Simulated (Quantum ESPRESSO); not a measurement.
# HfN (Fm-3m): from the cell to the phonon bands, part 4 of 4

How does HfN (Fm-3m) vibrate, and is this structure a minimum?

Quantum ESPRESSO 7.5; DFT PBE, scalar-relativistic, plane waves, GBRV ultrasoft pseudopotentials.

So far, highest frequency (cm⁻¹): step 9 (dispersion) 529.

The database entry behind the starting cell differs from later determinations by our own check (about 0.3 % short), so it need not match the best structure at ambient conditions.

**12. Check by a frozen phonon**

The atoms are moved along one mode, by 0.015 Å at most in any Cartesian component, and the restoring forces give its frequency without the response code: a check of the response kernel of this functional.

The input, frozen.in:

```
 &control
    calculation='scf',
    prefix='x',
    outdir='./tmp',
    pseudo_dir='./pseudo',
    tprnfor=.true.,
 /
 &system
    ibrav=2,
    celldm(1)=8.58524326,
    nat=2,
    ntyp=2,
    ecutwfc=45.0,
    ecutrho=270.0,
    occupations='smearing',
    smearing='mv',
    degauss=0.02,
 /
 &electrons
    conv_thr=1.0d-11,
    mixing_beta=0.7,
    electron_maxstep=100,
 /
ATOMIC_SPECIES
 Hf    178.4900  Hf.upf
 N      14.0070  N.upf
ATOMIC_POSITIONS crystal
 Hf     0.000259062  -0.000259062   0.000259062
 N      0.496698301   0.503301699   0.496698301
K_POINTS automatic
 15 15 15 0 0 0
```

Started as:

```console
$ OMP_NUM_THREADS=1 mpirun -n 4 pw.x -nk 4 -in frozen.in > frozen.out
```

Output:

```text
[banner, memory and clock lines left out]
Program PWSCF v.7.5

     G-vector sticks info

     bravais-lattice index     =            2
     lattice parameter (alat)  =       8.5852  a.u.
     unit-cell volume          =     158.1968 (a.u.)^3
     number of atoms/cell      =            2
     number of atomic types    =            2
     number of electrons       =        17.00
     number of Kohn-Sham states=           13
     kinetic-energy cutoff     =      45.0000  Ry
     charge density cutoff     =     270.0000  Ry
     scf convergence threshold =      1.0E-11
     mixing beta               =       0.7000
     number of iterations used =            8  plain     mixing
     Exchange-correlation= SLA  PW   PBE  PBE
                           (   1   4   3   4   0   0   0)

     celldm(1)=   8.585243  celldm(2)=   0.000000  celldm(3)=   0.000000
     celldm(4)=   0.000000  celldm(5)=   0.000000  celldm(6)=   0.000000

     crystal axes: (cart. coord. in units of alat)
               a(1) = (  -0.500000   0.000000   0.500000 )
               a(2) = (   0.000000   0.500000   0.500000 )
               a(3) = (  -0.500000   0.500000   0.000000 )

     reciprocal axes: (cart. coord. in units 2 pi/alat)
               b(1) = ( -1.000000 -1.000000  1.000000 )
               b(2) = (  1.000000  1.000000  1.000000 )
               b(3) = ( -1.000000  1.000000 -1.000000 )

     PseudoPot. # 1 for Hf read from file:
     ./pseudo/Hf.upf
     Pseudo is Ultrasoft + core correction, Zval = 12.0
     Using radial grid of  921 points,  8 beta functions with:
                l(1) =   0
                l(2) =   0
                l(3) =   0
                l(4) =   1
                l(5) =   1
                l(6) =   2
                l(7) =   2
                l(8) =   3
     Q(r) pseudized with  6 coefficients,  rinner =    1.200   1.200   1.200
                                                       1.200   1.200   1.200
                                                       1.200

     PseudoPot. # 2 for N  read from file:
     ./pseudo/N.upf
     Pseudo is Ultrasoft + core correction, Zval =  5.0
     Using radial grid of  729 points,  4 beta functions with:
                l(1) =   0
                l(2) =   0
                l(3) =   1
                l(4) =   1
     Q(r) pseudized with  8 coefficients,  rinner =    0.900   0.900   0.900

     atomic species   valence    mass     pseudopotential
     Hf               12.00   178.49000     Hf( 1.00)
     N                 5.00    14.00700     N ( 1.00)

      8 Sym. Ops. (no inversion) found

   Cartesian axes

     site n.     atom                  positions (alat units)
         1        Hf     tau(   1) = (  -0.0002591   0.0000000   0.0000000  )
         2        N      tau(   2) = (  -0.4966983   0.5000000   0.5000000  )

     number of k points=   288  Marzari-Vanderbilt smearing, width (Ry)=  0.0200

     Number of k-points >= 100: set verbosity='high' to print them.

     Dense  grid:    11935 G-vectors     FFT dimensions: (  32,  32,  32)

     Smooth grid:     6423 G-vectors     FFT dimensions: (  25,  25,  25)

     Initial potential from superposition of free atoms

     starting charge      15.0000, renormalised to      17.0000

     negative rho (up, down):  1.231E-01 0.000E+00
     Starting wfcs are   17 randomized atomic wfcs

     per-process dynamical memory:    32.0 Mb

     Self-consistent Calculation

     iteration #  1     ecut=    45.00 Ry     beta= 0.70
     Davidson diagonalization with overlap
     ethr =  1.00E-02,  avg # of iterations =  2.1

     negative rho (up, down):  1.091E-01 0.000E+00

     total energy              =    -178.81004693 Ry
     estimated scf accuracy    <       1.57922362 Ry

     iteration #  2     ecut=    45.00 Ry     beta= 0.70
     Davidson diagonalization with overlap
     ethr =  9.29E-03,  avg # of iterations =  2.3

     negative rho (up, down):  1.104E-01 0.000E+00

     total energy              =    -178.96867658 Ry
     estimated scf accuracy    <       1.53457992 Ry

     iteration #  3     ecut=    45.00 Ry     beta= 0.70
     Davidson diagonalization with overlap
     ethr =  9.03E-03,  avg # of iterations =  2.0

     negative rho (up, down):  1.130E-01 0.000E+00

     total energy              =    -179.34832738 Ry
     estimated scf accuracy    <       0.07027983 Ry

     iteration #  4     ecut=    45.00 Ry     beta= 0.70
     Davidson diagonalization with overlap
     ethr =  4.13E-04,  avg # of iterations =  1.6

     negative rho (up, down):  1.144E-01 0.000E+00

     total energy              =    -179.35728840 Ry
     estimated scf accuracy    <       0.00195704 Ry

     iteration #  5     ecut=    45.00 Ry     beta= 0.70
     Davidson diagonalization with overlap
     ethr =  1.15E-05,  avg # of iterations =  3.6

     negative rho (up, down):  1.145E-01 0.000E+00

     total energy              =    -179.35792435 Ry
     estimated scf accuracy    <       0.00051257 Ry

     iteration #  6     ecut=    45.00 Ry     beta= 0.70
     Davidson diagonalization with overlap
     ethr =  3.02E-06,  avg # of iterations =  2.3

     negative rho (up, down):  1.144E-01 0.000E+00

     total energy              =    -179.35803638 Ry
     estimated scf accuracy    <       0.00000375 Ry

     iteration #  7     ecut=    45.00 Ry     beta= 0.70
     Davidson diagonalization with overlap
     ethr =  2.21E-08,  avg # of iterations =  2.9

     negative rho (up, down):  1.144E-01 0.000E+00

     total energy              =    -179.35803691 Ry
     estimated scf accuracy    <       0.00000144 Ry

     iteration #  8     ecut=    45.00 Ry     beta= 0.70
     Davidson diagonalization with overlap
     ethr =  8.49E-09,  avg # of iterations =  2.0

     negative rho (up, down):  1.144E-01 0.000E+00

     total energy              =    -179.35803713 Ry
     estimated scf accuracy    <       0.00000001 Ry

     iteration #  9     ecut=    45.00 Ry     beta= 0.70
     Davidson diagonalization with overlap
     ethr =  7.72E-11,  avg # of iterations =  3.6

     negative rho (up, down):  1.144E-01 0.000E+00

     total energy              =    -179.35803714 Ry
     estimated scf accuracy    <          7.0E-09 Ry

     iteration # 10     ecut=    45.00 Ry     beta= 0.70
     Davidson diagonalization with overlap
     ethr =  4.11E-11,  avg # of iterations =  1.0

     negative rho (up, down):  1.144E-01 0.000E+00

     total energy              =    -179.35803714 Ry
     estimated scf accuracy    <          1.8E-09 Ry

     iteration # 11     ecut=    45.00 Ry     beta= 0.70
     Davidson diagonalization with overlap
     ethr =  1.03E-11,  avg # of iterations =  2.1

     negative rho (up, down):  1.144E-01 0.000E+00

     total energy              =    -179.35803714 Ry
     estimated scf accuracy    <          2.7E-11 Ry

     iteration # 12     ecut=    45.00 Ry     beta= 0.70
     Davidson diagonalization with overlap
     ethr =  1.56E-13,  avg # of iterations =  2.3

     negative rho (up, down):  1.144E-01 0.000E+00

     total energy              =    -179.35803714 Ry
     estimated scf accuracy    <          1.7E-11 Ry

     iteration # 13     ecut=    45.00 Ry     beta= 0.70
     Davidson diagonalization with overlap
     ethr =  1.00E-13,  avg # of iterations =  1.8

     negative rho (up, down):  1.144E-01 0.000E+00

     End of self-consistent calculation

     Number of k-points >= 100: set verbosity='high' to print the bands.

     the Fermi energy is    18.5843 ev

!    total energy              =    -179.35803714 Ry
     estimated scf accuracy    <          4.5E-13 Ry
     smearing contrib. (-TS)   =      -0.00009112 Ry
     internal energy E=F+TS    =    -179.35794602 Ry

     The total energy is F=E-TS. E is the sum of the following terms:
     one-electron contribution =      -6.01792521 Ry
     hartree contribution      =      13.46006853 Ry
     xc contribution           =     -81.31712738 Ry
     ewald contribution        =    -105.48296197 Ry

     convergence has been achieved in  13 iterations

     negative rho (up, down):  1.144E-01 0.000E+00

     Forces acting on atoms (cartesian axes, Ry/au):

     atom    1 type  1   force =     0.00708724   -0.00000000    0.00000000
     atom    2 type  2   force =    -0.00708724    0.00000000   -0.00000000

     Total force =     0.010023     Total SCF correction =     0.000000

     XML data file, charge density, pseudopotentials, collected wavefunctions
```

Run time: 15 s. Hardware: 4 MPI ranks of Arm Neoverse V1, shared host.

Read from the output:

```
frequency from the forces      : 485.6 cm⁻¹
frequency from linear response : 485.6 cm⁻¹
```

The forces give 485.6 cm⁻¹ against 485.6 cm⁻¹ from linear response after the sum rule.

**13. Results**

```json
{
 "space group after relaxation": "Fm-3m",
 "volume per atom": "11.7 Å³",
 "highest optical zone-centre mode (no LO-TO term)": "485.6 cm⁻¹",
 "q mesh": "3×3×3",
 "lowest mode on the q mesh (acoustic ones at the zone centre apart)": "109.7 cm⁻¹",
 "zero-point energy per atom": "57.6 meV",
 "heat capacity at 300 K": "20.1 J/(mol atoms K)",
 "vibrational entropy at 300 K": "23.2 J/(mol atoms K)",
 "imaginary modes on the q mesh": "none"
}
```

**Reading.** HfN (Fm-3m) is dynamically stable on the 3×3×3 mesh; its spectrum reaches 529 cm⁻¹. At the PBE level the optical modes of HfN (Fm-3m) at the zone centre lie at 486 cm⁻¹. Along axes with an odd number of divisions the mesh misses the zone-boundary points at one half, where instabilities often lie; those are only interpolated. These are harmonic frequencies at zero temperature: anharmonic shifts and linewidths and thermal expansion are left out. Spin-orbit coupling is left out, which can matter for the heavy elements here. In a metal the frequencies hang on the k mesh and the smearing, most of all near Kohn anomalies. The runs are without spin polarisation, although the cell has an odd electron count or an open d or f shell, so a magnetic state was not tested. The λ that matdyn.x prints is not taken as a result: on such q meshes it can be far off, most of all in cells of several atoms.

[Host names and launcher messages were left out of these logs when they were recorded.]

[Logs are printed without paths, hosts, clocks, repeated set-up lines and the standing remarks that a program may print on its own settings, such as how far it seeks lower states.]

[Hosts, paths, dates, database ids (printed as entryN), source tags and the programs' standing remarks are cut or masked in the printed files.]
